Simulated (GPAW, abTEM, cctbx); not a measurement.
## TlCu4S2O2: the scripts behind a bonding study

Short scripts, each with its output. The start was made by putting kin elements into a known structure type; the compound need not exist, or be stable, in this form.

## 1. Build the all-electron density and subtract free atoms

```text
cell
1.0
     3.585116570    0.000000000    0.000000000
    -1.792558290    3.104802030    0.000000000
     0.000000000    0.000000000   12.464059740
Tl Cu S O
1 4 2 2
Direct
0.000000000 0.000000000 0.500000000
0.666666670 0.333333330 0.322320450
0.333333330 0.666666670 0.677679550
0.333333330 0.666666670 0.158200750
0.666666670 0.333333330 0.841799250
0.000000000 0.000000000 0.083932710
0.000000000 0.000000000 0.916067290
0.333333330 0.666666670 0.319705260
0.666666670 0.333333330 0.680294740
```

```python
import numpy as np
from ase.io import read
from ase.units import Bohr
from gpaw import GPAW, PW, FermiDirac
from gpaw.calculator import GPAW as OldGPAW
from gpaw.mpi import serial_comm, world
from scipy.special import erfc
from scipy.spatial import cKDTree

atoms = read("cell.vasp")
atoms.calc = GPAW(mode=PW(550), xc="PBE", kpts={"size": (6, 6, 2), "gamma": True},
                 occupations=FermiDirac(0.05), maxiter=120, symmetry={"tolerance": 1e-5}, txt="scf.txt")
atoms.get_potential_energy()
rho = atoms.calc.get_all_electron_density(gridrefinement=2)
moments = atoms.get_magnetic_moments() if atoms.calc.get_number_of_spins() == 2 else np.zeros(len(atoms))
total = atoms.get_magnetic_moment() if moments.any() else 0.0
if world.rank == 0:
    free = OldGPAW(mode=PW(550), xc="PBE", txt=None, communicator=serial_comm)
    neutral = atoms.copy()
    neutral.set_initial_magnetic_moments(None)
    free.initialize(neutral)
    free.set_positions(neutral)
    drho = rho - free.get_all_electron_density(gridrefinement=2)
    # GPAW starts from confined atoms: exchange their smooth part for that of the datasets' free atoms
    h = np.stack(np.meshgrid(*[np.fft.fftfreq(n, 1 / n) for n in drho.shape], indexing="ij"), -1)
    gabs = np.linalg.norm(h @ atoms.cell.reciprocal(), axis=-1)
    tails = np.fft.fftn(free.get_pseudo_density(gridrefinement=2))
    g, form, v0 = np.linspace(0, gabs.max(), 1500), {}, 0
    for e in set(atoms.symbols):
        idx = atoms.symbols.search(e)
        d = free.setups[idx[0]].data
        r, w = d.rgd.r_g * Bohr, d.rgd.r_g**2 * d.rgd.dr_g
        j0 = np.sinc(2 * g[:, None] * r)
        smooth = sum(f * p**2 for f, p in zip(d.f_j, d.phit_jg)) + np.sqrt(4 * np.pi) * d.nct_g
        full = sum(f * p**2 for f, p in zip(d.f_j, d.phi_jg)) + np.sqrt(4 * np.pi) * d.nc_g
        phase = sum(np.exp(-2j * np.pi * h @ s) for s in atoms.get_scaled_positions()[idx])
        tails -= np.interp(gabs, g, j0 @ (smooth * w)) * phase * drho.size / atoms.get_volume()
        form[e] = j0 @ (full * w)
        v0 += 2 * np.pi / 3 * 14.3996 * (full * w * r**2).sum() * len(idx)  # V A^3
    tails *= 0.5 * erfc((gabs - 1.8) / 0.25)  # the tails differ at long wavelengths alone
    drho += np.fft.ifftn(tails).real  # crystal minus superposed spherical free atoms
    np.save("drho.npy", drho)
    dv = atoms.get_volume() / drho.size
    print("grid", drho.shape, " electrons %.3f" % (rho.sum() * dv), " moved by bonding %.3f e" % (abs(drho).sum() * dv / 2))
    pts = np.indices(drho.shape).reshape(3, -1).T / drho.shape @ atoms.cell
    shifts = (np.indices((3, 3, 3)).reshape(3, -1).T - 1) @ atoms.cell
    images = (atoms.positions[None] + shifts[:, None]).reshape(-1, 3)
    dist, idx = cKDTree(images).query(pts, k=4)
    out = drho.ravel()[dist[:, 0] > 0.5]
    print("deformation density beyond 0.5 A of the nuclei: max %.3f, min %.3f e/A^3" % (out.max(), out.min()))
    tie = dist < dist[:, :1] + 1e-4
    q = -np.bincount((idx % len(atoms))[tie], (drho.ravel()[:, None] / tie.sum(1, keepdims=True) * tie)[tie], len(atoms)) * dv
    print("atom        x       y       z   Voronoi charge  moment")
    for a, s, c, m in zip(atoms, atoms.get_scaled_positions(), q, moments):
        print("%-2s%-3d %7.4f %7.4f %7.4f %10.3f %10.2f" % (a.symbol, a.index + 1, *s, c, m))
    np.savez("free.npz", g=g, **form)
    print("mean inner potential of superposed free atoms %.3f V" % (v0 / atoms.get_volume()))
    print("total magnetic moment %.3f muB" % total)
```

```console
$ OMP_NUM_THREADS=1 mpirun -n 4 gpaw python run.py > gpaw.log
```

```text
grid (40, 40, 140)  electrons 245.000  moved by bonding 1.730 e
deformation density beyond 0.5 A of the nuclei: max 0.170, min -0.186 e/A^3
atom        x       y       z   Voronoi charge  moment
Tl1    0.0000  0.0000  0.5000      0.197       0.00
Cu2    0.6667  0.3333  0.3223      0.235       0.00
Cu3    0.3333  0.6667  0.6777      0.235       0.00
Cu4    0.3333  0.6667  0.1582      0.166       0.00
Cu5    0.6667  0.3333  0.8418      0.166       0.00
S 6    0.0000  0.0000  0.0839     -0.080       0.00
S 7    0.0000  0.0000  0.9161     -0.080       0.00
O 8    0.3333  0.6667  0.3197     -0.421       0.00
O 9    0.6667  0.3333  0.6803     -0.421       0.00
mean inner potential of superposed free atoms 17.047 V
total magnetic moment 0.000 muB
```

Time: 31 s on 4 cores of Intel(R) Xeon(R) Platinum 8488C (Sapphire Rapids) (shared host), peak memory 1.1 GiB.

## 2. Fourier-transform the difference

```python
from cctbx import adptbx, crystal, miller, xray
from cctbx.eltbx import tiny_pse
import numpy as np

cs = crystal.symmetry(unit_cell=(3.5851, 3.5851, 12.4641, 90, 90, 120), space_group_symbol='Hall: -P 3 2"')  # P-3m1
atoms = [  # label, site, U (iso, or U11 U22 U33 U12 U13 U23 in A^2), occupancy
    ("Tl1", (0, 0, 0.5), 0.0000, 1),
    ("Cu1", (2/3, 1/3, 0.32232), 0.0000, 1),
    ("Cu2", (1/3, 2/3, 0.1582), 0.0000, 1),
    ("S1", (0, 0, 0.08393), 0.0000, 1),
    ("O1", (1/3, 2/3, 0.31971), 0.0000, 1),
]
xs = xray.structure(crystal_symmetry=cs)
for label, site, u, occ in atoms:
    u = adptbx.u_cif_as_u_star(cs.unit_cell(), u) if isinstance(u, tuple) else u
    xs.add_scatterer(xray.scatterer(label, site=site, u=u, occupancy=occ))
xs.scattering_type_registry(table="wk1995")
drho = np.load("drho.npy")
T = np.array([[1, 0, 0], [0, 1, 0], [0, 0, 1]])  # conventional axes in terms of the primitive ones
dF = np.fft.ifftn(drho) * 138.73841  # electrons a conventional cell, indexed by primitive hkl
ms = miller.build_set(cs, anomalous_flag=False, d_min=0.9).sort("resolution")
iam = ms.structure_factors_from_scatterers(xs, algorithm="direct").f_calc()
p1 = xs.expand_to_p1()
z = np.array([tiny_pse.table(sc.scattering_type).atomic_number() for sc in p1.scatterers()])
x = np.array(p1.sites_frac())
free = np.load("free.npz")
print("static structure factors of the conventional cell: F in electrons, V (Mott-Bethe) in volts")
print("   h  k  l      d  |F| table  |F| free   |F| DFT   change   |V| free  |V| DFT  change %")
for h, d, table in list(zip(ms.indices(), ms.d_spacings().data(), iam.data()))[:16]:
    df = dF[tuple(np.rint(np.linalg.solve(T, h)).astype(int))]
    phase = np.exp(2j * np.pi * x @ h)
    f = sum(np.interp(1 / d, free["g"], free[sc.scattering_type]) * p for sc, p in zip(p1.scatterers(), phase))
    fz = (z * phase).sum()
    c = 14.3996 * d * d / (np.pi * cs.unit_cell().volume())
    v0, v1 = abs(fz - f) * c, abs(fz - f - df) * c
    print("%4d%3d%3d %7.4f %9.3f %9.3f %9.3f %8.3f %9.3f %8.3f %8s" % (h + (d, abs(table), abs(f), abs(f + df), abs(f + df) - abs(f), v0, v1, "%.1f" % (100 * (v1 / v0 - 1)) if v0 > 0.02 else "-")))
```

```console
$ python run.py
```

```text
static structure factors of the conventional cell: F in electrons, V (Mott-Bethe) in volts
   h  k  l      d  |F| table  |F| free   |F| DFT   change   |V| free  |V| DFT  change %
   0  0  1 12.4641    53.723    53.696    53.712    0.015     1.359    1.281     -5.8
   0  0  2  6.2321    26.592    26.624    26.550   -0.074     0.988    1.083      9.6
   0  0  3  4.1547    62.580    62.619    62.154   -0.465     2.152    2.418     12.3
   0  0  4  3.1160    11.456    11.627    11.176   -0.450     0.978    0.833    -14.8
   1  0  0  3.1048    40.278    40.538    40.493   -0.044     2.058    2.072      0.7
   1  0  1  3.0127    57.875    57.780    57.944    0.164     1.433    1.384     -3.4
   1  0 -1  3.0127    43.594    43.602    42.946   -0.657     0.024    0.173    612.0
   1  0  2  2.7790    46.903    47.066    47.753    0.687     2.431    2.256     -7.2
   1  0 -2  2.7790   174.239   173.753   173.173   -0.580     8.326    8.474      1.8
   0  0  5  2.4928   121.303   121.100   121.637    0.537     6.257    6.147     -1.8
   1  0  3  2.4871    86.606    86.467    86.569    0.102     3.513    3.492     -0.6
   1  0 -3  2.4871    61.821    61.837    62.198    0.361     2.491    2.417     -3.0
   1  0  4  2.1994   135.445   134.804   133.987   -0.817     4.807    4.937      2.7
   1  0 -4  2.1994    19.536    19.759    20.359    0.600     0.086    0.010    -88.5
   0  0  6  2.0774   136.119   135.377   134.836   -0.541     5.091    5.168      1.5
   1  0  5  1.9438    49.952    50.169    50.202    0.033     1.666    1.662     -0.3
```

Time: 0.33 s on 1 core of Intel(R) Xeon(R) Platinum 8488C (Sapphire Rapids) (shared host), peak memory 0.08 GiB.

## 3. Rock the beam across one reflection

```python
import abtem
import numpy as np
from ase.build import make_supercell
from ase.io import read

abtem.config.set({"dask.lazy": False, "fft": "fftw", "diagnostics.progress_bar": False})
M = [[-1, -2, 0], [0, 0, -1], [1, 0, 0]]  # rows: x, y and beam direction in the primitive cell's axes
unit = make_supercell(read("cell.vasp"), M)
unit.set_cell(list(unit.cell.lengths()) + [90, 90, 90], scale_atoms=True)
unit.positions[:, 2] += 0.8963  # keeps atomic planes off the slice boundaries
unit.wrap()
slab = unit * (1, 1, 252)
print(slab.get_chemical_formula(), "| box %.2f x %.2f x %.2f A" % tuple(slab.cell.lengths()))

# change of the potential by bonding, from the DFT deformation density (Poisson's equation term by term)
drho = np.load("drho.npy")
prim = read("cell.vasp")
h = np.stack(np.meshgrid(*[np.fft.fftfreq(n, 1 / n) for n in drho.shape], indexing="ij"), -1).reshape(-1, 3).astype(int)
g2 = ((h @ prim.cell.reciprocal()) ** 2).sum(1)
keep = (g2 > 0) & (g2 < 2.5**2)
shape = (138, 277, 22)
vg = np.zeros(shape, complex)
hm = h[keep] @ np.array(M).T
move = np.exp(-2j * np.pi * hm[:, 2] * (0.8963 / unit.cell[2, 2] - 0.5 / shape[2]))  # the same shift, sampled at mid-points
vg[tuple(hm.T % np.array(shape)[:, None])] = -14.3996 / np.pi * (np.fft.fftn(drho).ravel() / drho.size)[keep] / g2[keep] * move
dV = np.fft.ifftn(vg).real * vg.size
dV = dV.reshape(138, 277, 2, 11).mean(3) * unit.cell[2, 2] / 2  # V A, projected in each slice
dV = np.tile(dV.transpose(2, 0, 1), (252, 1, 1))


def build(atoms):
    p = abtem.Potential(atoms, gpts=(138, 277), slice_thickness=[slab.cell[2, 2] / 504] * 504,
                        parametrization="lobato", projection="infinite", exit_planes=126).build()
    p.array[:] += BONDING * dV
    return p


def potentials():
    yield build(slab)  # atoms at rest


for label, BONDING in (("IAM", 0.0), ("DFT", 1.0)):
    print("=====", label)
    potential = build(slab)
    print("grid", potential.gpts, "slices", potential.num_slices)
    thickness = potential.exit_thicknesses
    h = np.array(M) @ np.linalg.solve(np.array([[1, 0, 0], [0, 1, 0], [0, 0, 1]]), [0, 0, 1])
    ix, iy = round(h[0]) * 1, round(h[1]) * 1
    gxy = h[:2] / unit.cell.lengths()[:2]
    along = gxy / np.hypot(*gxy)
    across = np.array([-along[1], along[0]])
    bragg = 500 * abtem.PlaneWave(energy=200000).wavelength * np.hypot(*gxy)
    print("Bragg angle %.3f mrad; beam tilted 55 mrad off the zone axis across the row" % bragg)
    print("dark-field intensity of 0 0 1 against tilt along the row, in Bragg angles")
    print("  t (A)" + "".join("%8.2f" % s for s in [0.2, 0.4, 0.6, 0.8, 1.0, 1.2, 1.4, 1.6, 1.8, 2.0, 2.2, 2.4, 2.6]))
    rows = []
    row = [(n * ix, n * iy) for n in range(-8, 9)]
    for s in [0.2, 0.4, 0.6, 0.8, 1.0, 1.2, 1.4, 1.6, 1.8, 2.0, 2.2, 2.4, 2.6]:
        tilt = -s * bragg * along + 55 * across
        dp = abtem.PlaneWave(energy=200000, tilt=tuple(tilt)).multislice(potential).diffraction_patterns(max_angle="valid").array
        rows.append(dp[:, dp.shape[1] // 2 + ix, dp.shape[2] // 2 + iy])
        if s == 1.0:
            cx, cy = dp.shape[1] // 2, dp.shape[2] // 2
            share = sum(dp[:, cx + i, cy + j] for i, j in row if abs(i) < cx and abs(j) < cy) / dp.sum(axis=(1, 2))
            total = dp.sum(axis=(1, 2))
    for t, a in list(zip(thickness, np.array(rows).T))[1:]:
        print("%7.1f" % t + "".join("%8.4f" % v for v in a))
    print("at the Bragg tilt, share in the row:", share[1:].round(3).tolist(), "total:", total[1:].round(3).tolist())
```

```console
$ python run.py
```

```text
Cu2016O1008S1008Tl504 | box 6.21 x 12.46 x 903.45 A
===== IAM
grid (138, 277) slices 504
Bragg angle 1.006 mrad; beam tilted 55 mrad off the zone axis across the row
dark-field intensity of 0 0 1 against tilt along the row, in Bragg angles
  t (A)    0.20    0.40    0.60    0.80    1.00    1.20    1.40    1.60    1.80    2.00    2.20    2.40    2.60
  225.9  0.0328  0.0322  0.0320  0.0323  0.0330  0.0341  0.0355  0.0371  0.0390  0.0411  0.0434  0.0459  0.0484
  451.7  0.0172  0.0239  0.0278  0.0269  0.0234  0.0205  0.0211  0.0252  0.0280  0.0269  0.0232  0.0169  0.0117
  677.6  0.0041  0.0084  0.0077  0.0092  0.0134  0.0147  0.0202  0.0376  0.0537  0.0548  0.0486  0.0419  0.0414
  903.4  0.0030  0.0012  0.0112  0.0267  0.0296  0.0499  0.0921  0.1311  0.1416  0.1094  0.0651  0.0547  0.0406
at the Bragg tilt, share in the row: [0.699999988079071, 0.5960000157356262, 0.5090000033378601, 0.46399998664855957] total: [0.9919999837875366, 0.9789999723434448, 0.9670000076293945, 0.9520000219345093]
===== DFT
grid (138, 277) slices 504
Bragg angle 1.006 mrad; beam tilted 55 mrad off the zone axis across the row
dark-field intensity of 0 0 1 against tilt along the row, in Bragg angles
  t (A)    0.20    0.40    0.60    0.80    1.00    1.20    1.40    1.60    1.80    2.00    2.20    2.40    2.60
  225.9  0.0305  0.0298  0.0295  0.0297  0.0303  0.0312  0.0325  0.0341  0.0360  0.0380  0.0403  0.0428  0.0454
  451.7  0.0186  0.0256  0.0300  0.0288  0.0238  0.0182  0.0155  0.0163  0.0174  0.0161  0.0132  0.0088  0.0054
  677.6  0.0093  0.0157  0.0162  0.0186  0.0212  0.0178  0.0161  0.0260  0.0374  0.0377  0.0326  0.0277  0.0280
  903.4  0.0046  0.0040  0.0052  0.0104  0.0110  0.0295  0.0669  0.0988  0.1042  0.0775  0.0436  0.0384  0.0304
at the Bragg tilt, share in the row: [0.699999988079071, 0.5979999899864197, 0.49799999594688416, 0.46299999952316284] total: [0.9919999837875366, 0.9789999723434448, 0.9660000205039978, 0.9520000219345093]
```

Time: 82 s.

[Outputs are excerpts: Python notices, other lines and further rows are left out; steps that failed or that the build refused (PBEsol, TPSS) are not shown.]

[Logs are printed without paths, hosts, clocks, repeated set-up lines and the standing remarks that a program may print on its own settings, such as how far it seeks lower states.]
